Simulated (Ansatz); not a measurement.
# NaGeF3 (model cell, started as cubic perovskite with Ge in the octahedra): following an unstable mode

Wanted: the energy along a soft mode of NaGeF3 (model cell, started as cubic perovskite with Ge in the octahedra) and the structure at the end.

Method: DFT PBEsol, scalar-relativistic, plane waves, PAW; PAW set soft_1, in Ansatz 0.2.0.

The structure was built from a prototype and need not be the compound's stable phase.

## Step 1: The starting structure

It takes space group Pm-3m (No. 221, cubic). The conventional cell has a = 4.341 Å, b = 4.341 Å, c = 4.341 Å, α = 90.00°, β = 90.00°, γ = 90.00°. Nearest to Na lie 12 F at 3.07 Å. Nearest to Ge lie 6 F at 2.17 Å. F has 2 Ge at 2.17 Å nearest. Farther neighbours and most contacts between anions are not listed.

## Step 2: The dispersion

The cell comes from relaxations at this level that are not shown. Stability and thermal properties need the whole zone. Linear response on a 2×2×2 q mesh gives force constants as far as a supercell of that size would, and the tensors from the zone-centre run are typed in so that the long-range dipole term is interpolated apart.

input.yaml reads:

```yaml
crystal:
  lattice:
    - [4.3407137908, 0.0, 0.0]
    - [0.0, 4.3407137908, 0.0]
    - [0.0, 0.0, 4.3407137908]
  atoms:
    - { symbol: Na, position: [0.0, 0.0, 0.0] }
    - { symbol: Ge, position: [0.5, 0.5, 0.5] }
    - { symbol: F, position: [0.5, 0.5, 0.0] }
    - { symbol: F, position: [0.5, 0.0, 0.5] }
    - { symbol: F, position: [0.0, 0.5, 0.5] }
kpoints:
  mp_grid: { grid: [12, 12, 12] }
hamiltonian:
  xc: pbesol
  pseudopotentials: { kind: paw, azcp: { folder: soft_1 }, xc_functional: pbe }
scf:
  occupations: { method: fixed }
output:
  eigenvalues: true
phonons:
  method: dfpt
  qmesh: [2, 2, 2]
  temperatures: { t_max: 1000, t_step: 50 }
  qpath:
    path:
      - [[0.0, 0.0, 0.0], [0.0, 0.5, 0.0], [0.5, 0.5, 0.0], [0.0, 0.0, 0.0], [0.5, 0.5, 0.5], [0.0, 0.5, 0.0]]
      - [[0.5, 0.5, 0.5], [0.5, 0.5, 0.0]]
    npoints: 10
  non_analytic_term:
    high_frequency_dielectric_tensor: [[3.6621, 0.0, 0.0], [0.0, 3.6621, 0.0], [0.0, 0.0, 3.6621]]
    born_effective_charges:
      - { species: Na, tensor: [[1.2203, 0.0, 0.0], [0.0, 1.2203, 0.0], [0.0, 0.0, 1.2203]] }
      - { species: Ge, tensor: [[3.677, 0.0, 0.0], [0.0, 3.677, 0.0], [0.0, 0.0, 3.677]] }
      - { species: F, tensor: [[-0.4161, 0.0, 0.0], [0.0, -0.4161, 0.0], [0.0, 0.0, -4.0652]] }
      - { species: F, tensor: [[-0.4161, 0.0, 0.0], [0.0, -4.0652, 0.0], [0.0, 0.0, -0.4161]] }
      - { species: F, tensor: [[-4.0652, 0.0, 0.0], [0.0, -0.4161, 0.0], [0.0, 0.0, -0.4161]] }
    source: "zone-centre run at this cell"
```

The run is started by

```bash
ansatz run input.yaml --threads 8 --pin off --max-ram 16384MiB --backend cpu --events-out ev --progress --plain --runs-dir out
```

Numbers of over 12 decimals in the logs are rounded to 6 here.

The log of the run:

```text
Engine: ansatz 0.2.0, aarch64-unknown-linux-gnu
Pseudopotentials: kind: paw
Pseudopotential: Na, paw, valence charge 9, recommended cutoff 420 eV (normal), soft_1/Na.paw.azcp
Pseudopotential: Ge, paw, valence charge 14, recommended cutoff 420 eV (normal), soft_1/Ge.paw.azcp
Pseudopotential: F, paw, valence charge 7, recommended cutoff 420 eV (normal), soft_1/F.paw.azcp
Functional definition: PBEsol
  exchange = pbesol_x
  correlation = pbesol_c
Crystal: 5 atoms, lattice volume = 81.787 Å³
Basis set: ecut = 420 eV, 1575 PW (Γ), exchange–correlation on 60×60×60 points (8 copies of the dense FFT grid, shifted against one another)
Bands: 27, of which v1, the nominal top of the filled ones, is band 22 counted from 1 (21 counted from 0)
Symmetry: 48 space group operations
k-points: 84 of 1728
Non-local potential: Na, projectors of the file, l = 0: 3, l = 1: 2, l = 2: 1
Non-local potential: Ge, projectors of the file, l = 0: 2, l = 1: 2, l = 2: 3, l = 3: 1
Non-local potential: F, projectors of the file, l = 0: 2, l = 1: 2, l = 2: 1
PAW form: soft (Blöchl's): semilocal exchange-correlation on the pseudo side does not see the compensation charge
PAW frozen core: Na, regenerated for the run's functional, and the local potential with it (the file was generated under x = pbe(κ = 0.804, μ = 0.219515), c = pbe(β = 0.066725))
PAW frozen core: Ge, regenerated for the run's functional, and the local potential with it (the file was generated under x = pbe(κ = 0.804, μ = 0.219515), c = pbe(β = 0.066725))
PAW frozen core: F, regenerated for the run's functional, and the local potential with it (the file was generated under x = pbe(κ = 0.804, μ = 0.219515), c = pbe(β = 0.066725))
PAW one-centre angular grid: Na, 110 points (default); XC on 64 Gauss nodes
PAW one-centre angular grid: Ge, 590 points (default); XC on 64 Gauss nodes
PAW one-centre angular grid: F, 110 points (default); XC on 64 Gauss nodes
Initial density: superposition of atomic densities (chi_scale 0.1, normalization cell, long waves kept (reshape's long-wave potential 0.03 eV rms))
Initial wavefunctions: pseudopotential atomic-orbital guess
Functional: x = pbesol(κ = 0.804, μ = 0.123457), c = pbesol(β = 0.046)
SCF iter   1: F=—  HF=-8137.935811 eV  |F-HF|=—  |Δ(HF+E_count)|=         —  Δρ=1.54e-1  dr2=1.50e1  ethr=3.10e-3  ⟨swp⟩=4.3  Hψ=7945  notcnv=0  defer=212
preconditioner: auto → Resta (q_TF=auto, 2.460 Å⁻¹)  ε∞=5.7  [insulator: Δε(μ)=0.000 eV  Ē_g=8.448 eV  n_scr=18 (ndim 8)  ℏωp=18.4 eV  f_vac=0.067  ε∞_Penn≈5.7]
SCF iter   2: F=—  HF=-8133.696602 eV  |F-HF|=—  |Δ(HF+E_count)|=    4.24e0  Δρ=5.63e-2  dr2=1.78e0  ethr=3.10e-3  ⟨swp⟩=3.0  Hψ=5326  notcnv=0  defer=226
SCF iter   3: F=—  HF=-8133.202884 eV  |F-HF|=—  |Δ(HF+E_count)|=   4.94e-1  Δρ=2.31e-2  dr2=5.41e-1  ethr=3.10e-3  ⟨swp⟩=2.6  Hψ=4546  notcnv=0  defer=161
SCF iter   4: F=—  HF=-8133.022431 eV  |F-HF|=—  |Δ(HF+E_count)|=   1.80e-1  Δρ=7.77e-3  dr2=7.79e-2  ethr=1.23e-3  ⟨swp⟩=3.1  Hψ=3890  notcnv=0  defer=238
SCF iter   5: F=—  HF=-8132.999231 eV  |F-HF|=—  |Δ(HF+E_count)|=   2.32e-2  Δρ=2.27e-3  dr2=4.85e-3  ethr=1.77e-4  ⟨swp⟩=2.8  Hψ=4244  notcnv=0  defer=244
SCF iter   6: F=—  HF=-8133.000022 eV  |F-HF|=—  |Δ(HF+E_count)|=   7.91e-4  Δρ=8.16e-4  dr2=4.76e-4  ethr=1.10e-5  ⟨swp⟩=2.9  Hψ=4114  notcnv=0  defer=245
SCF iter   7: F=—  HF=-8133.000125 eV  |F-HF|=—  |Δ(HF+E_count)|=   1.04e-4  Δρ=2.40e-4  dr2=4.66e-5  ethr=1.08e-6  ⟨swp⟩=2.0  Hψ=4017  notcnv=0  defer=245
SCF iter   8: F=—  HF=-8133.000179 eV  |F-HF|=—  |Δ(HF+E_count)|=   5.36e-5  Δρ=7.63e-5  dr2=4.23e-6  ethr=1.06e-7  ⟨swp⟩=2.0  Hψ=4087  notcnv=0  defer=204
SCF iter   9: F=—  HF=-8133.000185 eV  |F-HF|=—  |Δ(HF+E_count)|=   6.05e-6  Δρ=1.79e-5  dr2=2.96e-7  ethr=9.62e-9  ⟨swp⟩=2.0  Hψ=3790  notcnv=0  defer=99
SCF iter  10: F=—  HF=-8133.000186 eV  |F-HF|=—  |Δ(HF+E_count)|=   7.36e-7  Δρ=2.87e-6  dr2=7.98e-9  ethr=6.72e-10  ⟨swp⟩=2.9  Hψ=3925  notcnv=0  defer=100
SCF iter  11: F=—  HF=-8133.000186 eV  |F-HF|=—  |Δ(HF+E_count)|=   1.29e-8  Δρ=7.07e-7  dr2=7.14e-10  ethr=1.81e-11  ⟨swp⟩=2.0  Hψ=3872  notcnv=0  defer=100
SCF iter  12: F=—  HF=-8133.000186 eV  |F-HF|=—  |Δ(HF+E_count)|=  6.37e-12  Δρ=4.65e-7  dr2=1.37e-10  ethr=1.62e-12  ⟨swp⟩=2.0  Hψ=3003  notcnv=0  defer=100
SCF iter  13: F=-8133.000186 eV  HF=-8133.000186 eV  |F-HF|=1.46e-11  |Δ(HF+E_count)|=  7.37e-11  Δρ=1.19e-7  dr2=9.99e-12  ethr=1.00e-12  ⟨swp⟩=11.6  Hψ=13933  notcnv=0
SCF 1 converged in 13 iterations: F = -8133.000186 eV  dr2 = 9.99e-12
  greatest PAW one-centre occupation: 0.999 electrons in one spin orbital (limit 2), on the Na atom at site 0 (counted from 0), in its partial waves of l = 0
NSCF: frozen V_eff on 84 k-points
NSCF: frozen V_eff on 343 k-points
DFPT response loops at q = (0, 0, 0) (fractional): preconditioner auto → none (the input reference at scf.mixing.eps_inf says where Resta's filter doesn't serve); β = 0.50; Broyden in place of MSR1
NSCF: frozen V_eff on 686 k-points
DFPT response loops at q = (0, 0, -0.5) (fractional): mixed as the last ones told, above
NSCF: frozen V_eff on 686 k-points
DFPT response loops at q = (0, -0.5, -0.5) (fractional): mixed as the last ones told, above
NSCF: frozen V_eff on 686 k-points
DFPT response loops at q = (-0.5, -0.5, -0.5) (fractional): mixed as the last ones told, above
SCF converged after 13 iterations
Free energy (F): -8133.000186 eV
Harris-Foulkes:  -8133.000186 eV  (|F-HF|=1.46e-11)
Internal energy: -8133.000186 eV  (E = F + TS)
E sigma→0 (E₀):  -8133.000186 eV
Fermi energy:    5.382689 eV
--- Per-component energies (eV) ---
  E_band       = -550.776900
  E_kinetic    = 794.295867
  E_local      = -5761.072422  (includes V_loc(G=0)·N_el)
  E_nonlocal   = 751.830852
  E_hartree    = 2329.113653
  E_xc         = -336.157965
  E_vxc        = -406.720585  (∫ρ·V_xc dr)
  E_paw        = -2838.650722  (= ΣΔE_a)
  E_vpaw       = -587.340239  (= ΣTr[D̂ρ^β])
  E_aug_tail   = 0.002179  (compensation charges beyond the density's cutoff)
  E_ewald      = -3073.461587
  E_core_change = 1.099960  (= ΣΔE_core)
  E_smearing   = -0.000000  (= −TS)
  E_closure    = 0.000000  (closes the sum)
  Σ components = -8133.000186   (vs F -8133.000186, Δ=0.00e0)
--- Band table (eV; the first three rows and the last of 84) ---
  k-point 0: bands = [... 18 lower, -0.1877, -0.1804, -0.1804, -0.1804, 6.6862, 10.8569, 10.8569, 10.8569, ... 1 higher]
  k-point 1: bands = [... 18 lower, -0.1881, -0.1832, -0.1832, -0.0331, 6.7476, 10.6239, 10.8443, 10.8443, ... 1 higher]
  k-point 2: bands = [... 18 lower, -0.2087, -0.1828, -0.1828, 0.4220, 6.9141, 10.1209, 10.8094, 10.8094, ... 1 higher]
  k-point 83: bands = [... 18 lower, 0.2439, 0.2439, 0.2439, 5.3827, 7.1702, 7.1702, 7.1702, 9.2882, ... 1 higher]
--- Phonons (Γ-DFPT): 4 representative perturbations + reference (Σ response iterations 13) ---
  ASR residual: 2.839e-4 → 0.000e0 eV/Å²; symmetrization residual: 4.914e-6 eV/Å²
  ASR residual per site (eV/Å²): 2.84e-4 4.51e-5 4.25e-5 4.25e-5 4.25e-5
  Γ frequencies (cm⁻¹): -237.60 -237.60 -237.60 -112.74 -112.74 -112.74 -56.76 -56.76 -56.76 0.00 0.00 0.00 144.86 144.86 144.86
--- Phonons (arbitrary-q DFPT): 4 irreducible q on the 2×2×2 mesh ---
  q = [0.0000, 0.0000, 0.0000] (star 1, of the zone-centre solve; hermiticity 3.04e-6, symmetrization 6.40e-12): -237.60 -237.60 -237.60 -112.74 -112.74 -112.74 -56.76 -56.76 -56.76 -0.00 0.00 0.00 144.86 144.86 144.86
  q = [0.0000, 0.0000, -0.5000] (star 3, 9 solved perturbations in 2646 linear systems a pass and spin channel, the states on 343 of 1728 k-point pairs; hermiticity 3.61e-7, symmetrization 4.49e-13): -225.92 -225.92 -108.13 -108.13 -54.23 -54.23 -53.80 13.73 80.21 80.21 98.02 112.56 112.56 255.03 395.17
  q = [0.0000, -0.5000, -0.5000] (star 3, 9 solved perturbations in 2646 linear systems a pass and spin channel, the states on 343 of 1728 k-point pairs; hermiticity 3.94e-7, symmetrization 4.06e-13): -213.55 -123.14 -115.98 -115.98 -77.45 12.43 12.43 71.18 71.18 95.13 159.97 245.65 245.65 297.62 408.52
  q = [-0.5000, -0.5000, -0.5000] (star 1, 4 solved perturbations in 931 linear systems a pass and spin channel, the states on 343 of 1728 k-point pairs; hermiticity 5.25e-7, symmetrization 5.26e-12): -123.65 -123.65 -123.65 -111.27 -111.27 -111.27 180.82 180.82 180.82 214.57 214.57 214.57 297.17 297.17 418.35
  sum rule: each row above includes the acoustic sum rule's correction from the zone centre's row sums; it moved no ω² by more than (1.83 cm⁻¹)²
  mesh force constants: q→R imaginary residual 1.05e-17; ASR residual 2.839e-4 → 0.000e0 eV/Å²; symmetrization residual 9.770e-15 eV/Å²
  interpolated dispersion: 63 rows × 15 modes
  density of states and harmonic sums: on the 14×14×14 q-mesh, interpolated from the force constants of a 2×2×2 supercell (with the dipole–dipole term of supplied tensors)
  largest difference from the sums on the solved wave vectors: F 2.44e-1 eV, S 2.72e-4 and C_V 7.25e-5 eV/K
  zero-point energy: 0.087990 eV/cell   skipped modes (ω ≤ 0): 847, of them read as no rigid motion or as one in doubt: 844 (7.078e0 modes/cell left out, lowest -237.60 cm⁻¹)   left out of the sums: 4.72e-1 of the cell's modes: C_V's classical limit lies that fraction below 3 k_B per atom; for a crystal, a wire or a layer, F and S can be off by more, and a phonons.interpolated_qmesh denser along its periods is the remedy for the sampling
```

The job ended after 3.2 min (8 threads of Arm Neoverse V1, shared host; peak memory 1.9 GiB).

The column dr2 measures how far the density is from self-consistency, as an energy; F and HF (Harris–Foulkes) agree once it is small.

This step gave:

```yaml
gap_on_the_k_mesh: 1.303 eV
volume_per_atom: 16.36 Å³
sum_rule_residual_before_enforcement: 2.84e-4 eV/Å²
lowest_frequency_on_the_path: -237.6 cm⁻¹
point_group: m-3m
highest_frequency_on_the_path_or_at_a_solved_wavevector: 418.4 cm⁻¹
highest_optical_mode_at_the_zone_centre_no_lo_to_term: 144.9 cm⁻¹
lowest_optical_zone_centre_mode: -237.6 cm⁻¹
lowest_mode_on_the_q_mesh_acoustic_modes_at_gamma_apart: -237.6 cm⁻¹
```

Frequencies (cm⁻¹) solved at each irreducible wavevector; negative means imaginary. Frequencies by wavevector, by row:

| q in reciprocal lattice units | star | mode 1 | mode 2 | mode 3 | mode 4 | mode 13 | mode 14 | mode 15 |
| --- | --- | --- | --- | --- | --- | --- | --- | --- |
| 0 0 0 | 1 | -237.6 | -237.6 | -237.6 | -112.7 | 144.9 | 144.9 | 144.9 |
| 0 0 -0.5 | 3 | -225.9 | -225.9 | -108.1 | -108.1 | 112.6 | 255 | 395.2 |
| 0 -0.5 -0.5 | 3 | -213.6 | -123.1 | -116 | -116 | 245.7 | 297.6 | 408.5 |
| -0.5 -0.5 -0.5 | 1 | -123.7 | -123.7 | -123.7 | -111.3 | 297.2 | 297.2 | 418.4 |

Interpolated from a 2×2×2 q mesh, rough between the solved points, with the LO-TO term (at Γ the limit along the path; where Γ stands inside the path, tables give the limit on arrival). The phonon branches at the labelled points (cm⁻¹):

| point | branch 1 | branch 2 | branch 3 | branch 4 | branch 12 | branch 13 | branch 14 | branch 15 |
| --- | --- | --- | --- | --- | --- | --- | --- | --- |
| Γ | -238 | -238 | -167 | -113 | 117 | 145 | 145 | 392 |
| halfway | -232 | -232 | -117 | -110 | 134 | 134 | 186 | 394 |
| X | -226 | -226 | -108 | -108 | 113 | 113 | 255 | 395 |
| halfway | -220 | -119 | -98 | -98 | 184 | 192 | 250 | 395 |
| M | -214 | -123 | -116 | -116 | 246 | 246 | 298 | 408 |
| halfway | -226 | -136 | -104 | -90 | 144 | 179 | 198 | 378 |
| Γ | -238 | -238 | -167 | -113 | 117 | 145 | 145 | 392 |
| halfway | -127 | -127 | -97 | -96 | 181 | 192 | 192 | 366 |
| R | -124 | -124 | -124 | -111 | 215 | 297 | 297 | 418 |
| halfway | -117 | -113 | -111 | -104 | 191 | 205 | 242 | 392 |
| X | -226 | -226 | -108 | -108 | 113 | 113 | 255 | 395 |
| jump to R | -124 | -124 | -124 | -111 | 215 | 297 | 297 | 418 |
| halfway | -123 | -117 | -117 | -99 | 234 | 234 | 297 | 407 |
| M | -214 | -123 | -116 | -116 | 246 | 246 | 298 | 408 |

Symmetry leaves 4 wavevectors to solve. The lowest mode among them, the acoustic zeros apart, lies at Γ and is imaginary, 237.6i cm⁻¹, so the energy falls along it.

## Step 3: The mode frozen in, largest atomic shift 0 Å

The mode followed lies at q = (0, 0, -0.5) with frequency 225.9i cm⁻¹ and is 2-fold degenerate, one of the unstable modes though not the softest. At small amplitude the distorted cell has space group no. 51 by a symmetry search on the positions. The undistorted cell that holds it gives the zero of energy on the same k mesh.

System of this step: NaGeF3 (model cell, started as cubic perovskite with Ge in the octahedra). Symmetry: Pm-3m, No. 221, cubic system. The conventional cell has a = 4.341 Å, b = 4.341 Å, c = 4.341 Å, α = 90.00°, β = 90.00°, γ = 90.00°. Na has 12 F at 3.07 Å nearest. Ge has 6 F at 2.17 Å nearest. F has 2 Ge at 2.17 Å nearest. F has 2 Ge at 2.17 Å nearest. Farther neighbours and most contacts between anions are not listed.

input.yaml reads:

```yaml
crystal:
  lattice:
    - [4.3407137908, 0.0, 0.0]
    - [0.0, 4.3407137908, 0.0]
    - [0.0, 0.0, 8.6814275816]
  atoms:
    - { symbol: Na, position: [0.0, 0.0, 0.0] }
    - { symbol: Na, position: [0.0, 0.0, 0.5] }
    - { symbol: Ge, position: [0.5, 0.5, 0.25] }
    - { symbol: Ge, position: [0.5, 0.5, 0.75] }
    - { symbol: F, position: [0.5, 0.5, 0.0] }
    - { symbol: F, position: [0.5, 0.5, 0.5] }
    - { symbol: F, position: [0.5, 0.0, 0.25] }
    - { symbol: F, position: [0.5, 0.0, 0.75] }
    - { symbol: F, position: [0.0, 0.5, 0.25] }
    - { symbol: F, position: [0.0, 0.5, 0.75] }
kpoints:
  mp_grid: { grid: [6, 6, 4] }
hamiltonian:
  xc: pbesol
  pseudopotentials: { kind: paw, azcp: { folder: soft_1 }, xc_functional: pbe }
scf:
  occupations: { method: gaussian, width: 0.02 }
output:
  forces: true
  stress: true
  eigenvalues: true
```

The log of the run:

```text
[...]
Crystal: 10 atoms, lattice volume = 163.574 Å³
Basis set: ecut = 420 eV, 3197 PW (Γ), exchange–correlation on 60×60×120 points (8 copies of the dense FFT grid, shifted against one another)
Bands: 54, of which v1, the nominal top of the filled ones, is band 44 counted from 1 (43 counted from 0)
Symmetry: 32 space group operations
[...]
k-points: 30 of 144
[...]
k-point 0: bands = [... 40 lower, -0.1790, -0.1775, -0.1775, 2.4285, 6.6862, 7.0242, 9.8442, 10.3177, ... 4 higher]
  k-point 1: bands = [... 40 lower, -0.1781, -0.1781, 0.1628, 1.9934, 6.8205, 7.1828, 9.3782, 10.3881, ... 4 higher]
  k-point 2: bands = [... 40 lower, -0.1802, -0.1802, 1.0545, 1.0545, 7.1192, 7.1192, 9.6138, 9.6138, ... 4 higher]
  k-point 29: bands = [... 40 lower, 0.2422, 0.2422, 4.4444, 4.4444, 7.3000, 7.3000, 7.3000, 7.3000, ... 4 higher]
[key lines of the parts left out:]
SCF converged after 11 iterations
Free energy (F): -16265.997869 eV
Fermi energy:    6.034991 eV
P = ⅓ Tr σ = 0.0060 GPa (0.060 kbar)
```

The job ended after 3 s (8 threads; peak memory 0.75 GiB; 22 s of CPU time).

Numbers from this step:

```
pressure                         : 0.005956 GPa
energy from the undistorted cell : 0 meV/atom
```

At this level the gap is 1.30 eV on the k-mesh of the self-consistent run, which can miss the band edges.

## Step 4: The mode frozen in, largest atomic shift 0.22 Å

The atoms are moved along the unstable eigenvector, the largest shift by 0.22 Å, with the cell fixed.

input.yaml, the sections that differ from step 3:

```yaml
crystal:
  lattice:
    - [4.3407137908, 0.0, 0.0]
    - [0.0, 4.3407137908, 0.0]
    - [0.0, 0.0, 8.6814275816]
  atoms:
    - { symbol: Na, position: [0.0, 0.0, 0.0] }
    - { symbol: Na, position: [0.0, 0.0, 0.5] }
    - { symbol: Ge, position: [0.5, 0.5054533634, 0.25] }
    - { symbol: Ge, position: [0.5, 0.4945466366, 0.75] }
    - { symbol: F, position: [0.5, 0.5, 0.0] }
    - { symbol: F, position: [0.5, 0.5, 0.5] }
    - { symbol: F, position: [0.5, -0.0506829085, 0.25] }
    - { symbol: F, position: [0.5, 0.0506829085, 0.75] }
    - { symbol: F, position: [0.0, 0.5154415961, 0.25] }
    - { symbol: F, position: [0.0, 0.4845584039, 0.75] }
# kpoints, hamiltonian, scf, output: as in step 3
```

The log of the run:

```text
[...]
Crystal: 10 atoms, lattice volume = 163.574 Å³
Basis set: ecut = 420 eV, 3197 PW (Γ), exchange–correlation on 60×60×120 points (8 copies of the dense FFT grid, shifted against one another)
Bands: 54, of which v1, the nominal top of the filled ones, is band 44 counted from 1 (43 counted from 0)
Symmetry: 8 space group operations
[...]
k-points: 48 of 144
[...]
k-point 0: bands = [... 40 lower, -0.1463, -0.1442, 0.0216, 2.6186, 6.7198, 7.0475, 9.8677, 10.3199, ... 3 higher]
  k-point 1: bands = [... 40 lower, -0.1768, -0.1549, 0.3991, 2.1924, 6.8487, 7.1982, 9.4192, 10.4318, ... 3 higher]
  k-point 2: bands = [... 40 lower, -0.1768, -0.1768, 1.2779, 1.2779, 7.1348, 7.1348, 9.6640, 9.6640, ... 3 higher]
  k-point 47: bands = [... 40 lower, 0.1595, 0.1595, 4.3333, 4.3333, 7.3901, 7.3901, 7.7864, 7.7864, ... 3 higher]
[key lines of the parts left out:]
SCF converged after 11 iterations
Free energy (F): -16266.121461 eV
Fermi energy:    5.980497 eV
P = ⅓ Tr σ = 0.8483 GPa (8.483 kbar)
```

It took 5 s on 8 threads; peak memory 0.83 GiB; 36 s of CPU time.

Numbers from this step:

- pressure: 0.8483 GPa
- gap on the k-mesh: 1.479 eV
- energy from the undistorted cell: -12.36 meV/atom

The energy, extrapolated to zero smearing, is -12.36 meV/atom against the undistorted cell.

The run ends at a pressure of 0.85 GPa, with forces up to 0.24 eV/Å.

## Step 5: Energy along the mode, all amplitudes (two of the runs are shown above)

An imaginary frequency means negative curvature, so the energy should fall and then rise again as anharmonic terms take over.

This step gave:

```
depth at the lowest point sampled  : 12.36 meV/atom
largest atomic shift at that point : 0.22 Å
```

Table of energy from the parent by largest atomic shift:

| largest atomic shift (Å) | energy from the parent (meV/atom) |
| --- | --- |
| 0.000 | 0 |
| 0.040 | -0.647 |
| 0.080 | -2.49 |
| 0.140 | -6.78 |
| 0.220 | -12.4 |
| 0.320 | -8.89 |
| 0.450 | 48.0 |

Displacement at unit largest shift by atom:

| atom | x (Å) | y (Å) | z (Å) | size |
| --- | --- | --- | --- | --- |
| Na1 | 0.00 | 0.00 | 0.00 | 0.00 |
| Na2 | 0.00 | 0.00 | 0.00 | 0.00 |
| Ge3 | 0.00 | 0.11 | 0.00 | 0.11 |
| Ge4 | 0.00 | -0.11 | 0.00 | 0.11 |
| F5 | 0.00 | 0.00 | 0.00 | 0.00 |
| F6 | 0.00 | 0.00 | 0.00 | 0.00 |
| F7 | 0.00 | -1.00 | 0.00 | 1.00 |
| F8 | 0.00 | 1.00 | 0.00 | 1.00 |
| F9 | 0.00 | 0.30 | 0.00 | 0.30 |
| F10 | 0.00 | -0.30 | 0.00 | 0.30 |

The lowest of the steps tried is at 0.22 Å, 12.4 meV/atom below the parent; the bottom of the well need not coincide with a step.

(Part 1 of 2 ends here.)

[Logs are printed without paths, hosts, clocks, repeated set-up lines and the standing remarks that a program may print on its own settings, such as how far it seeks lower states.]

[Hosts, paths, dates, database ids (printed as entryN), source tags and the programs' standing remarks are cut or masked in the printed files.]
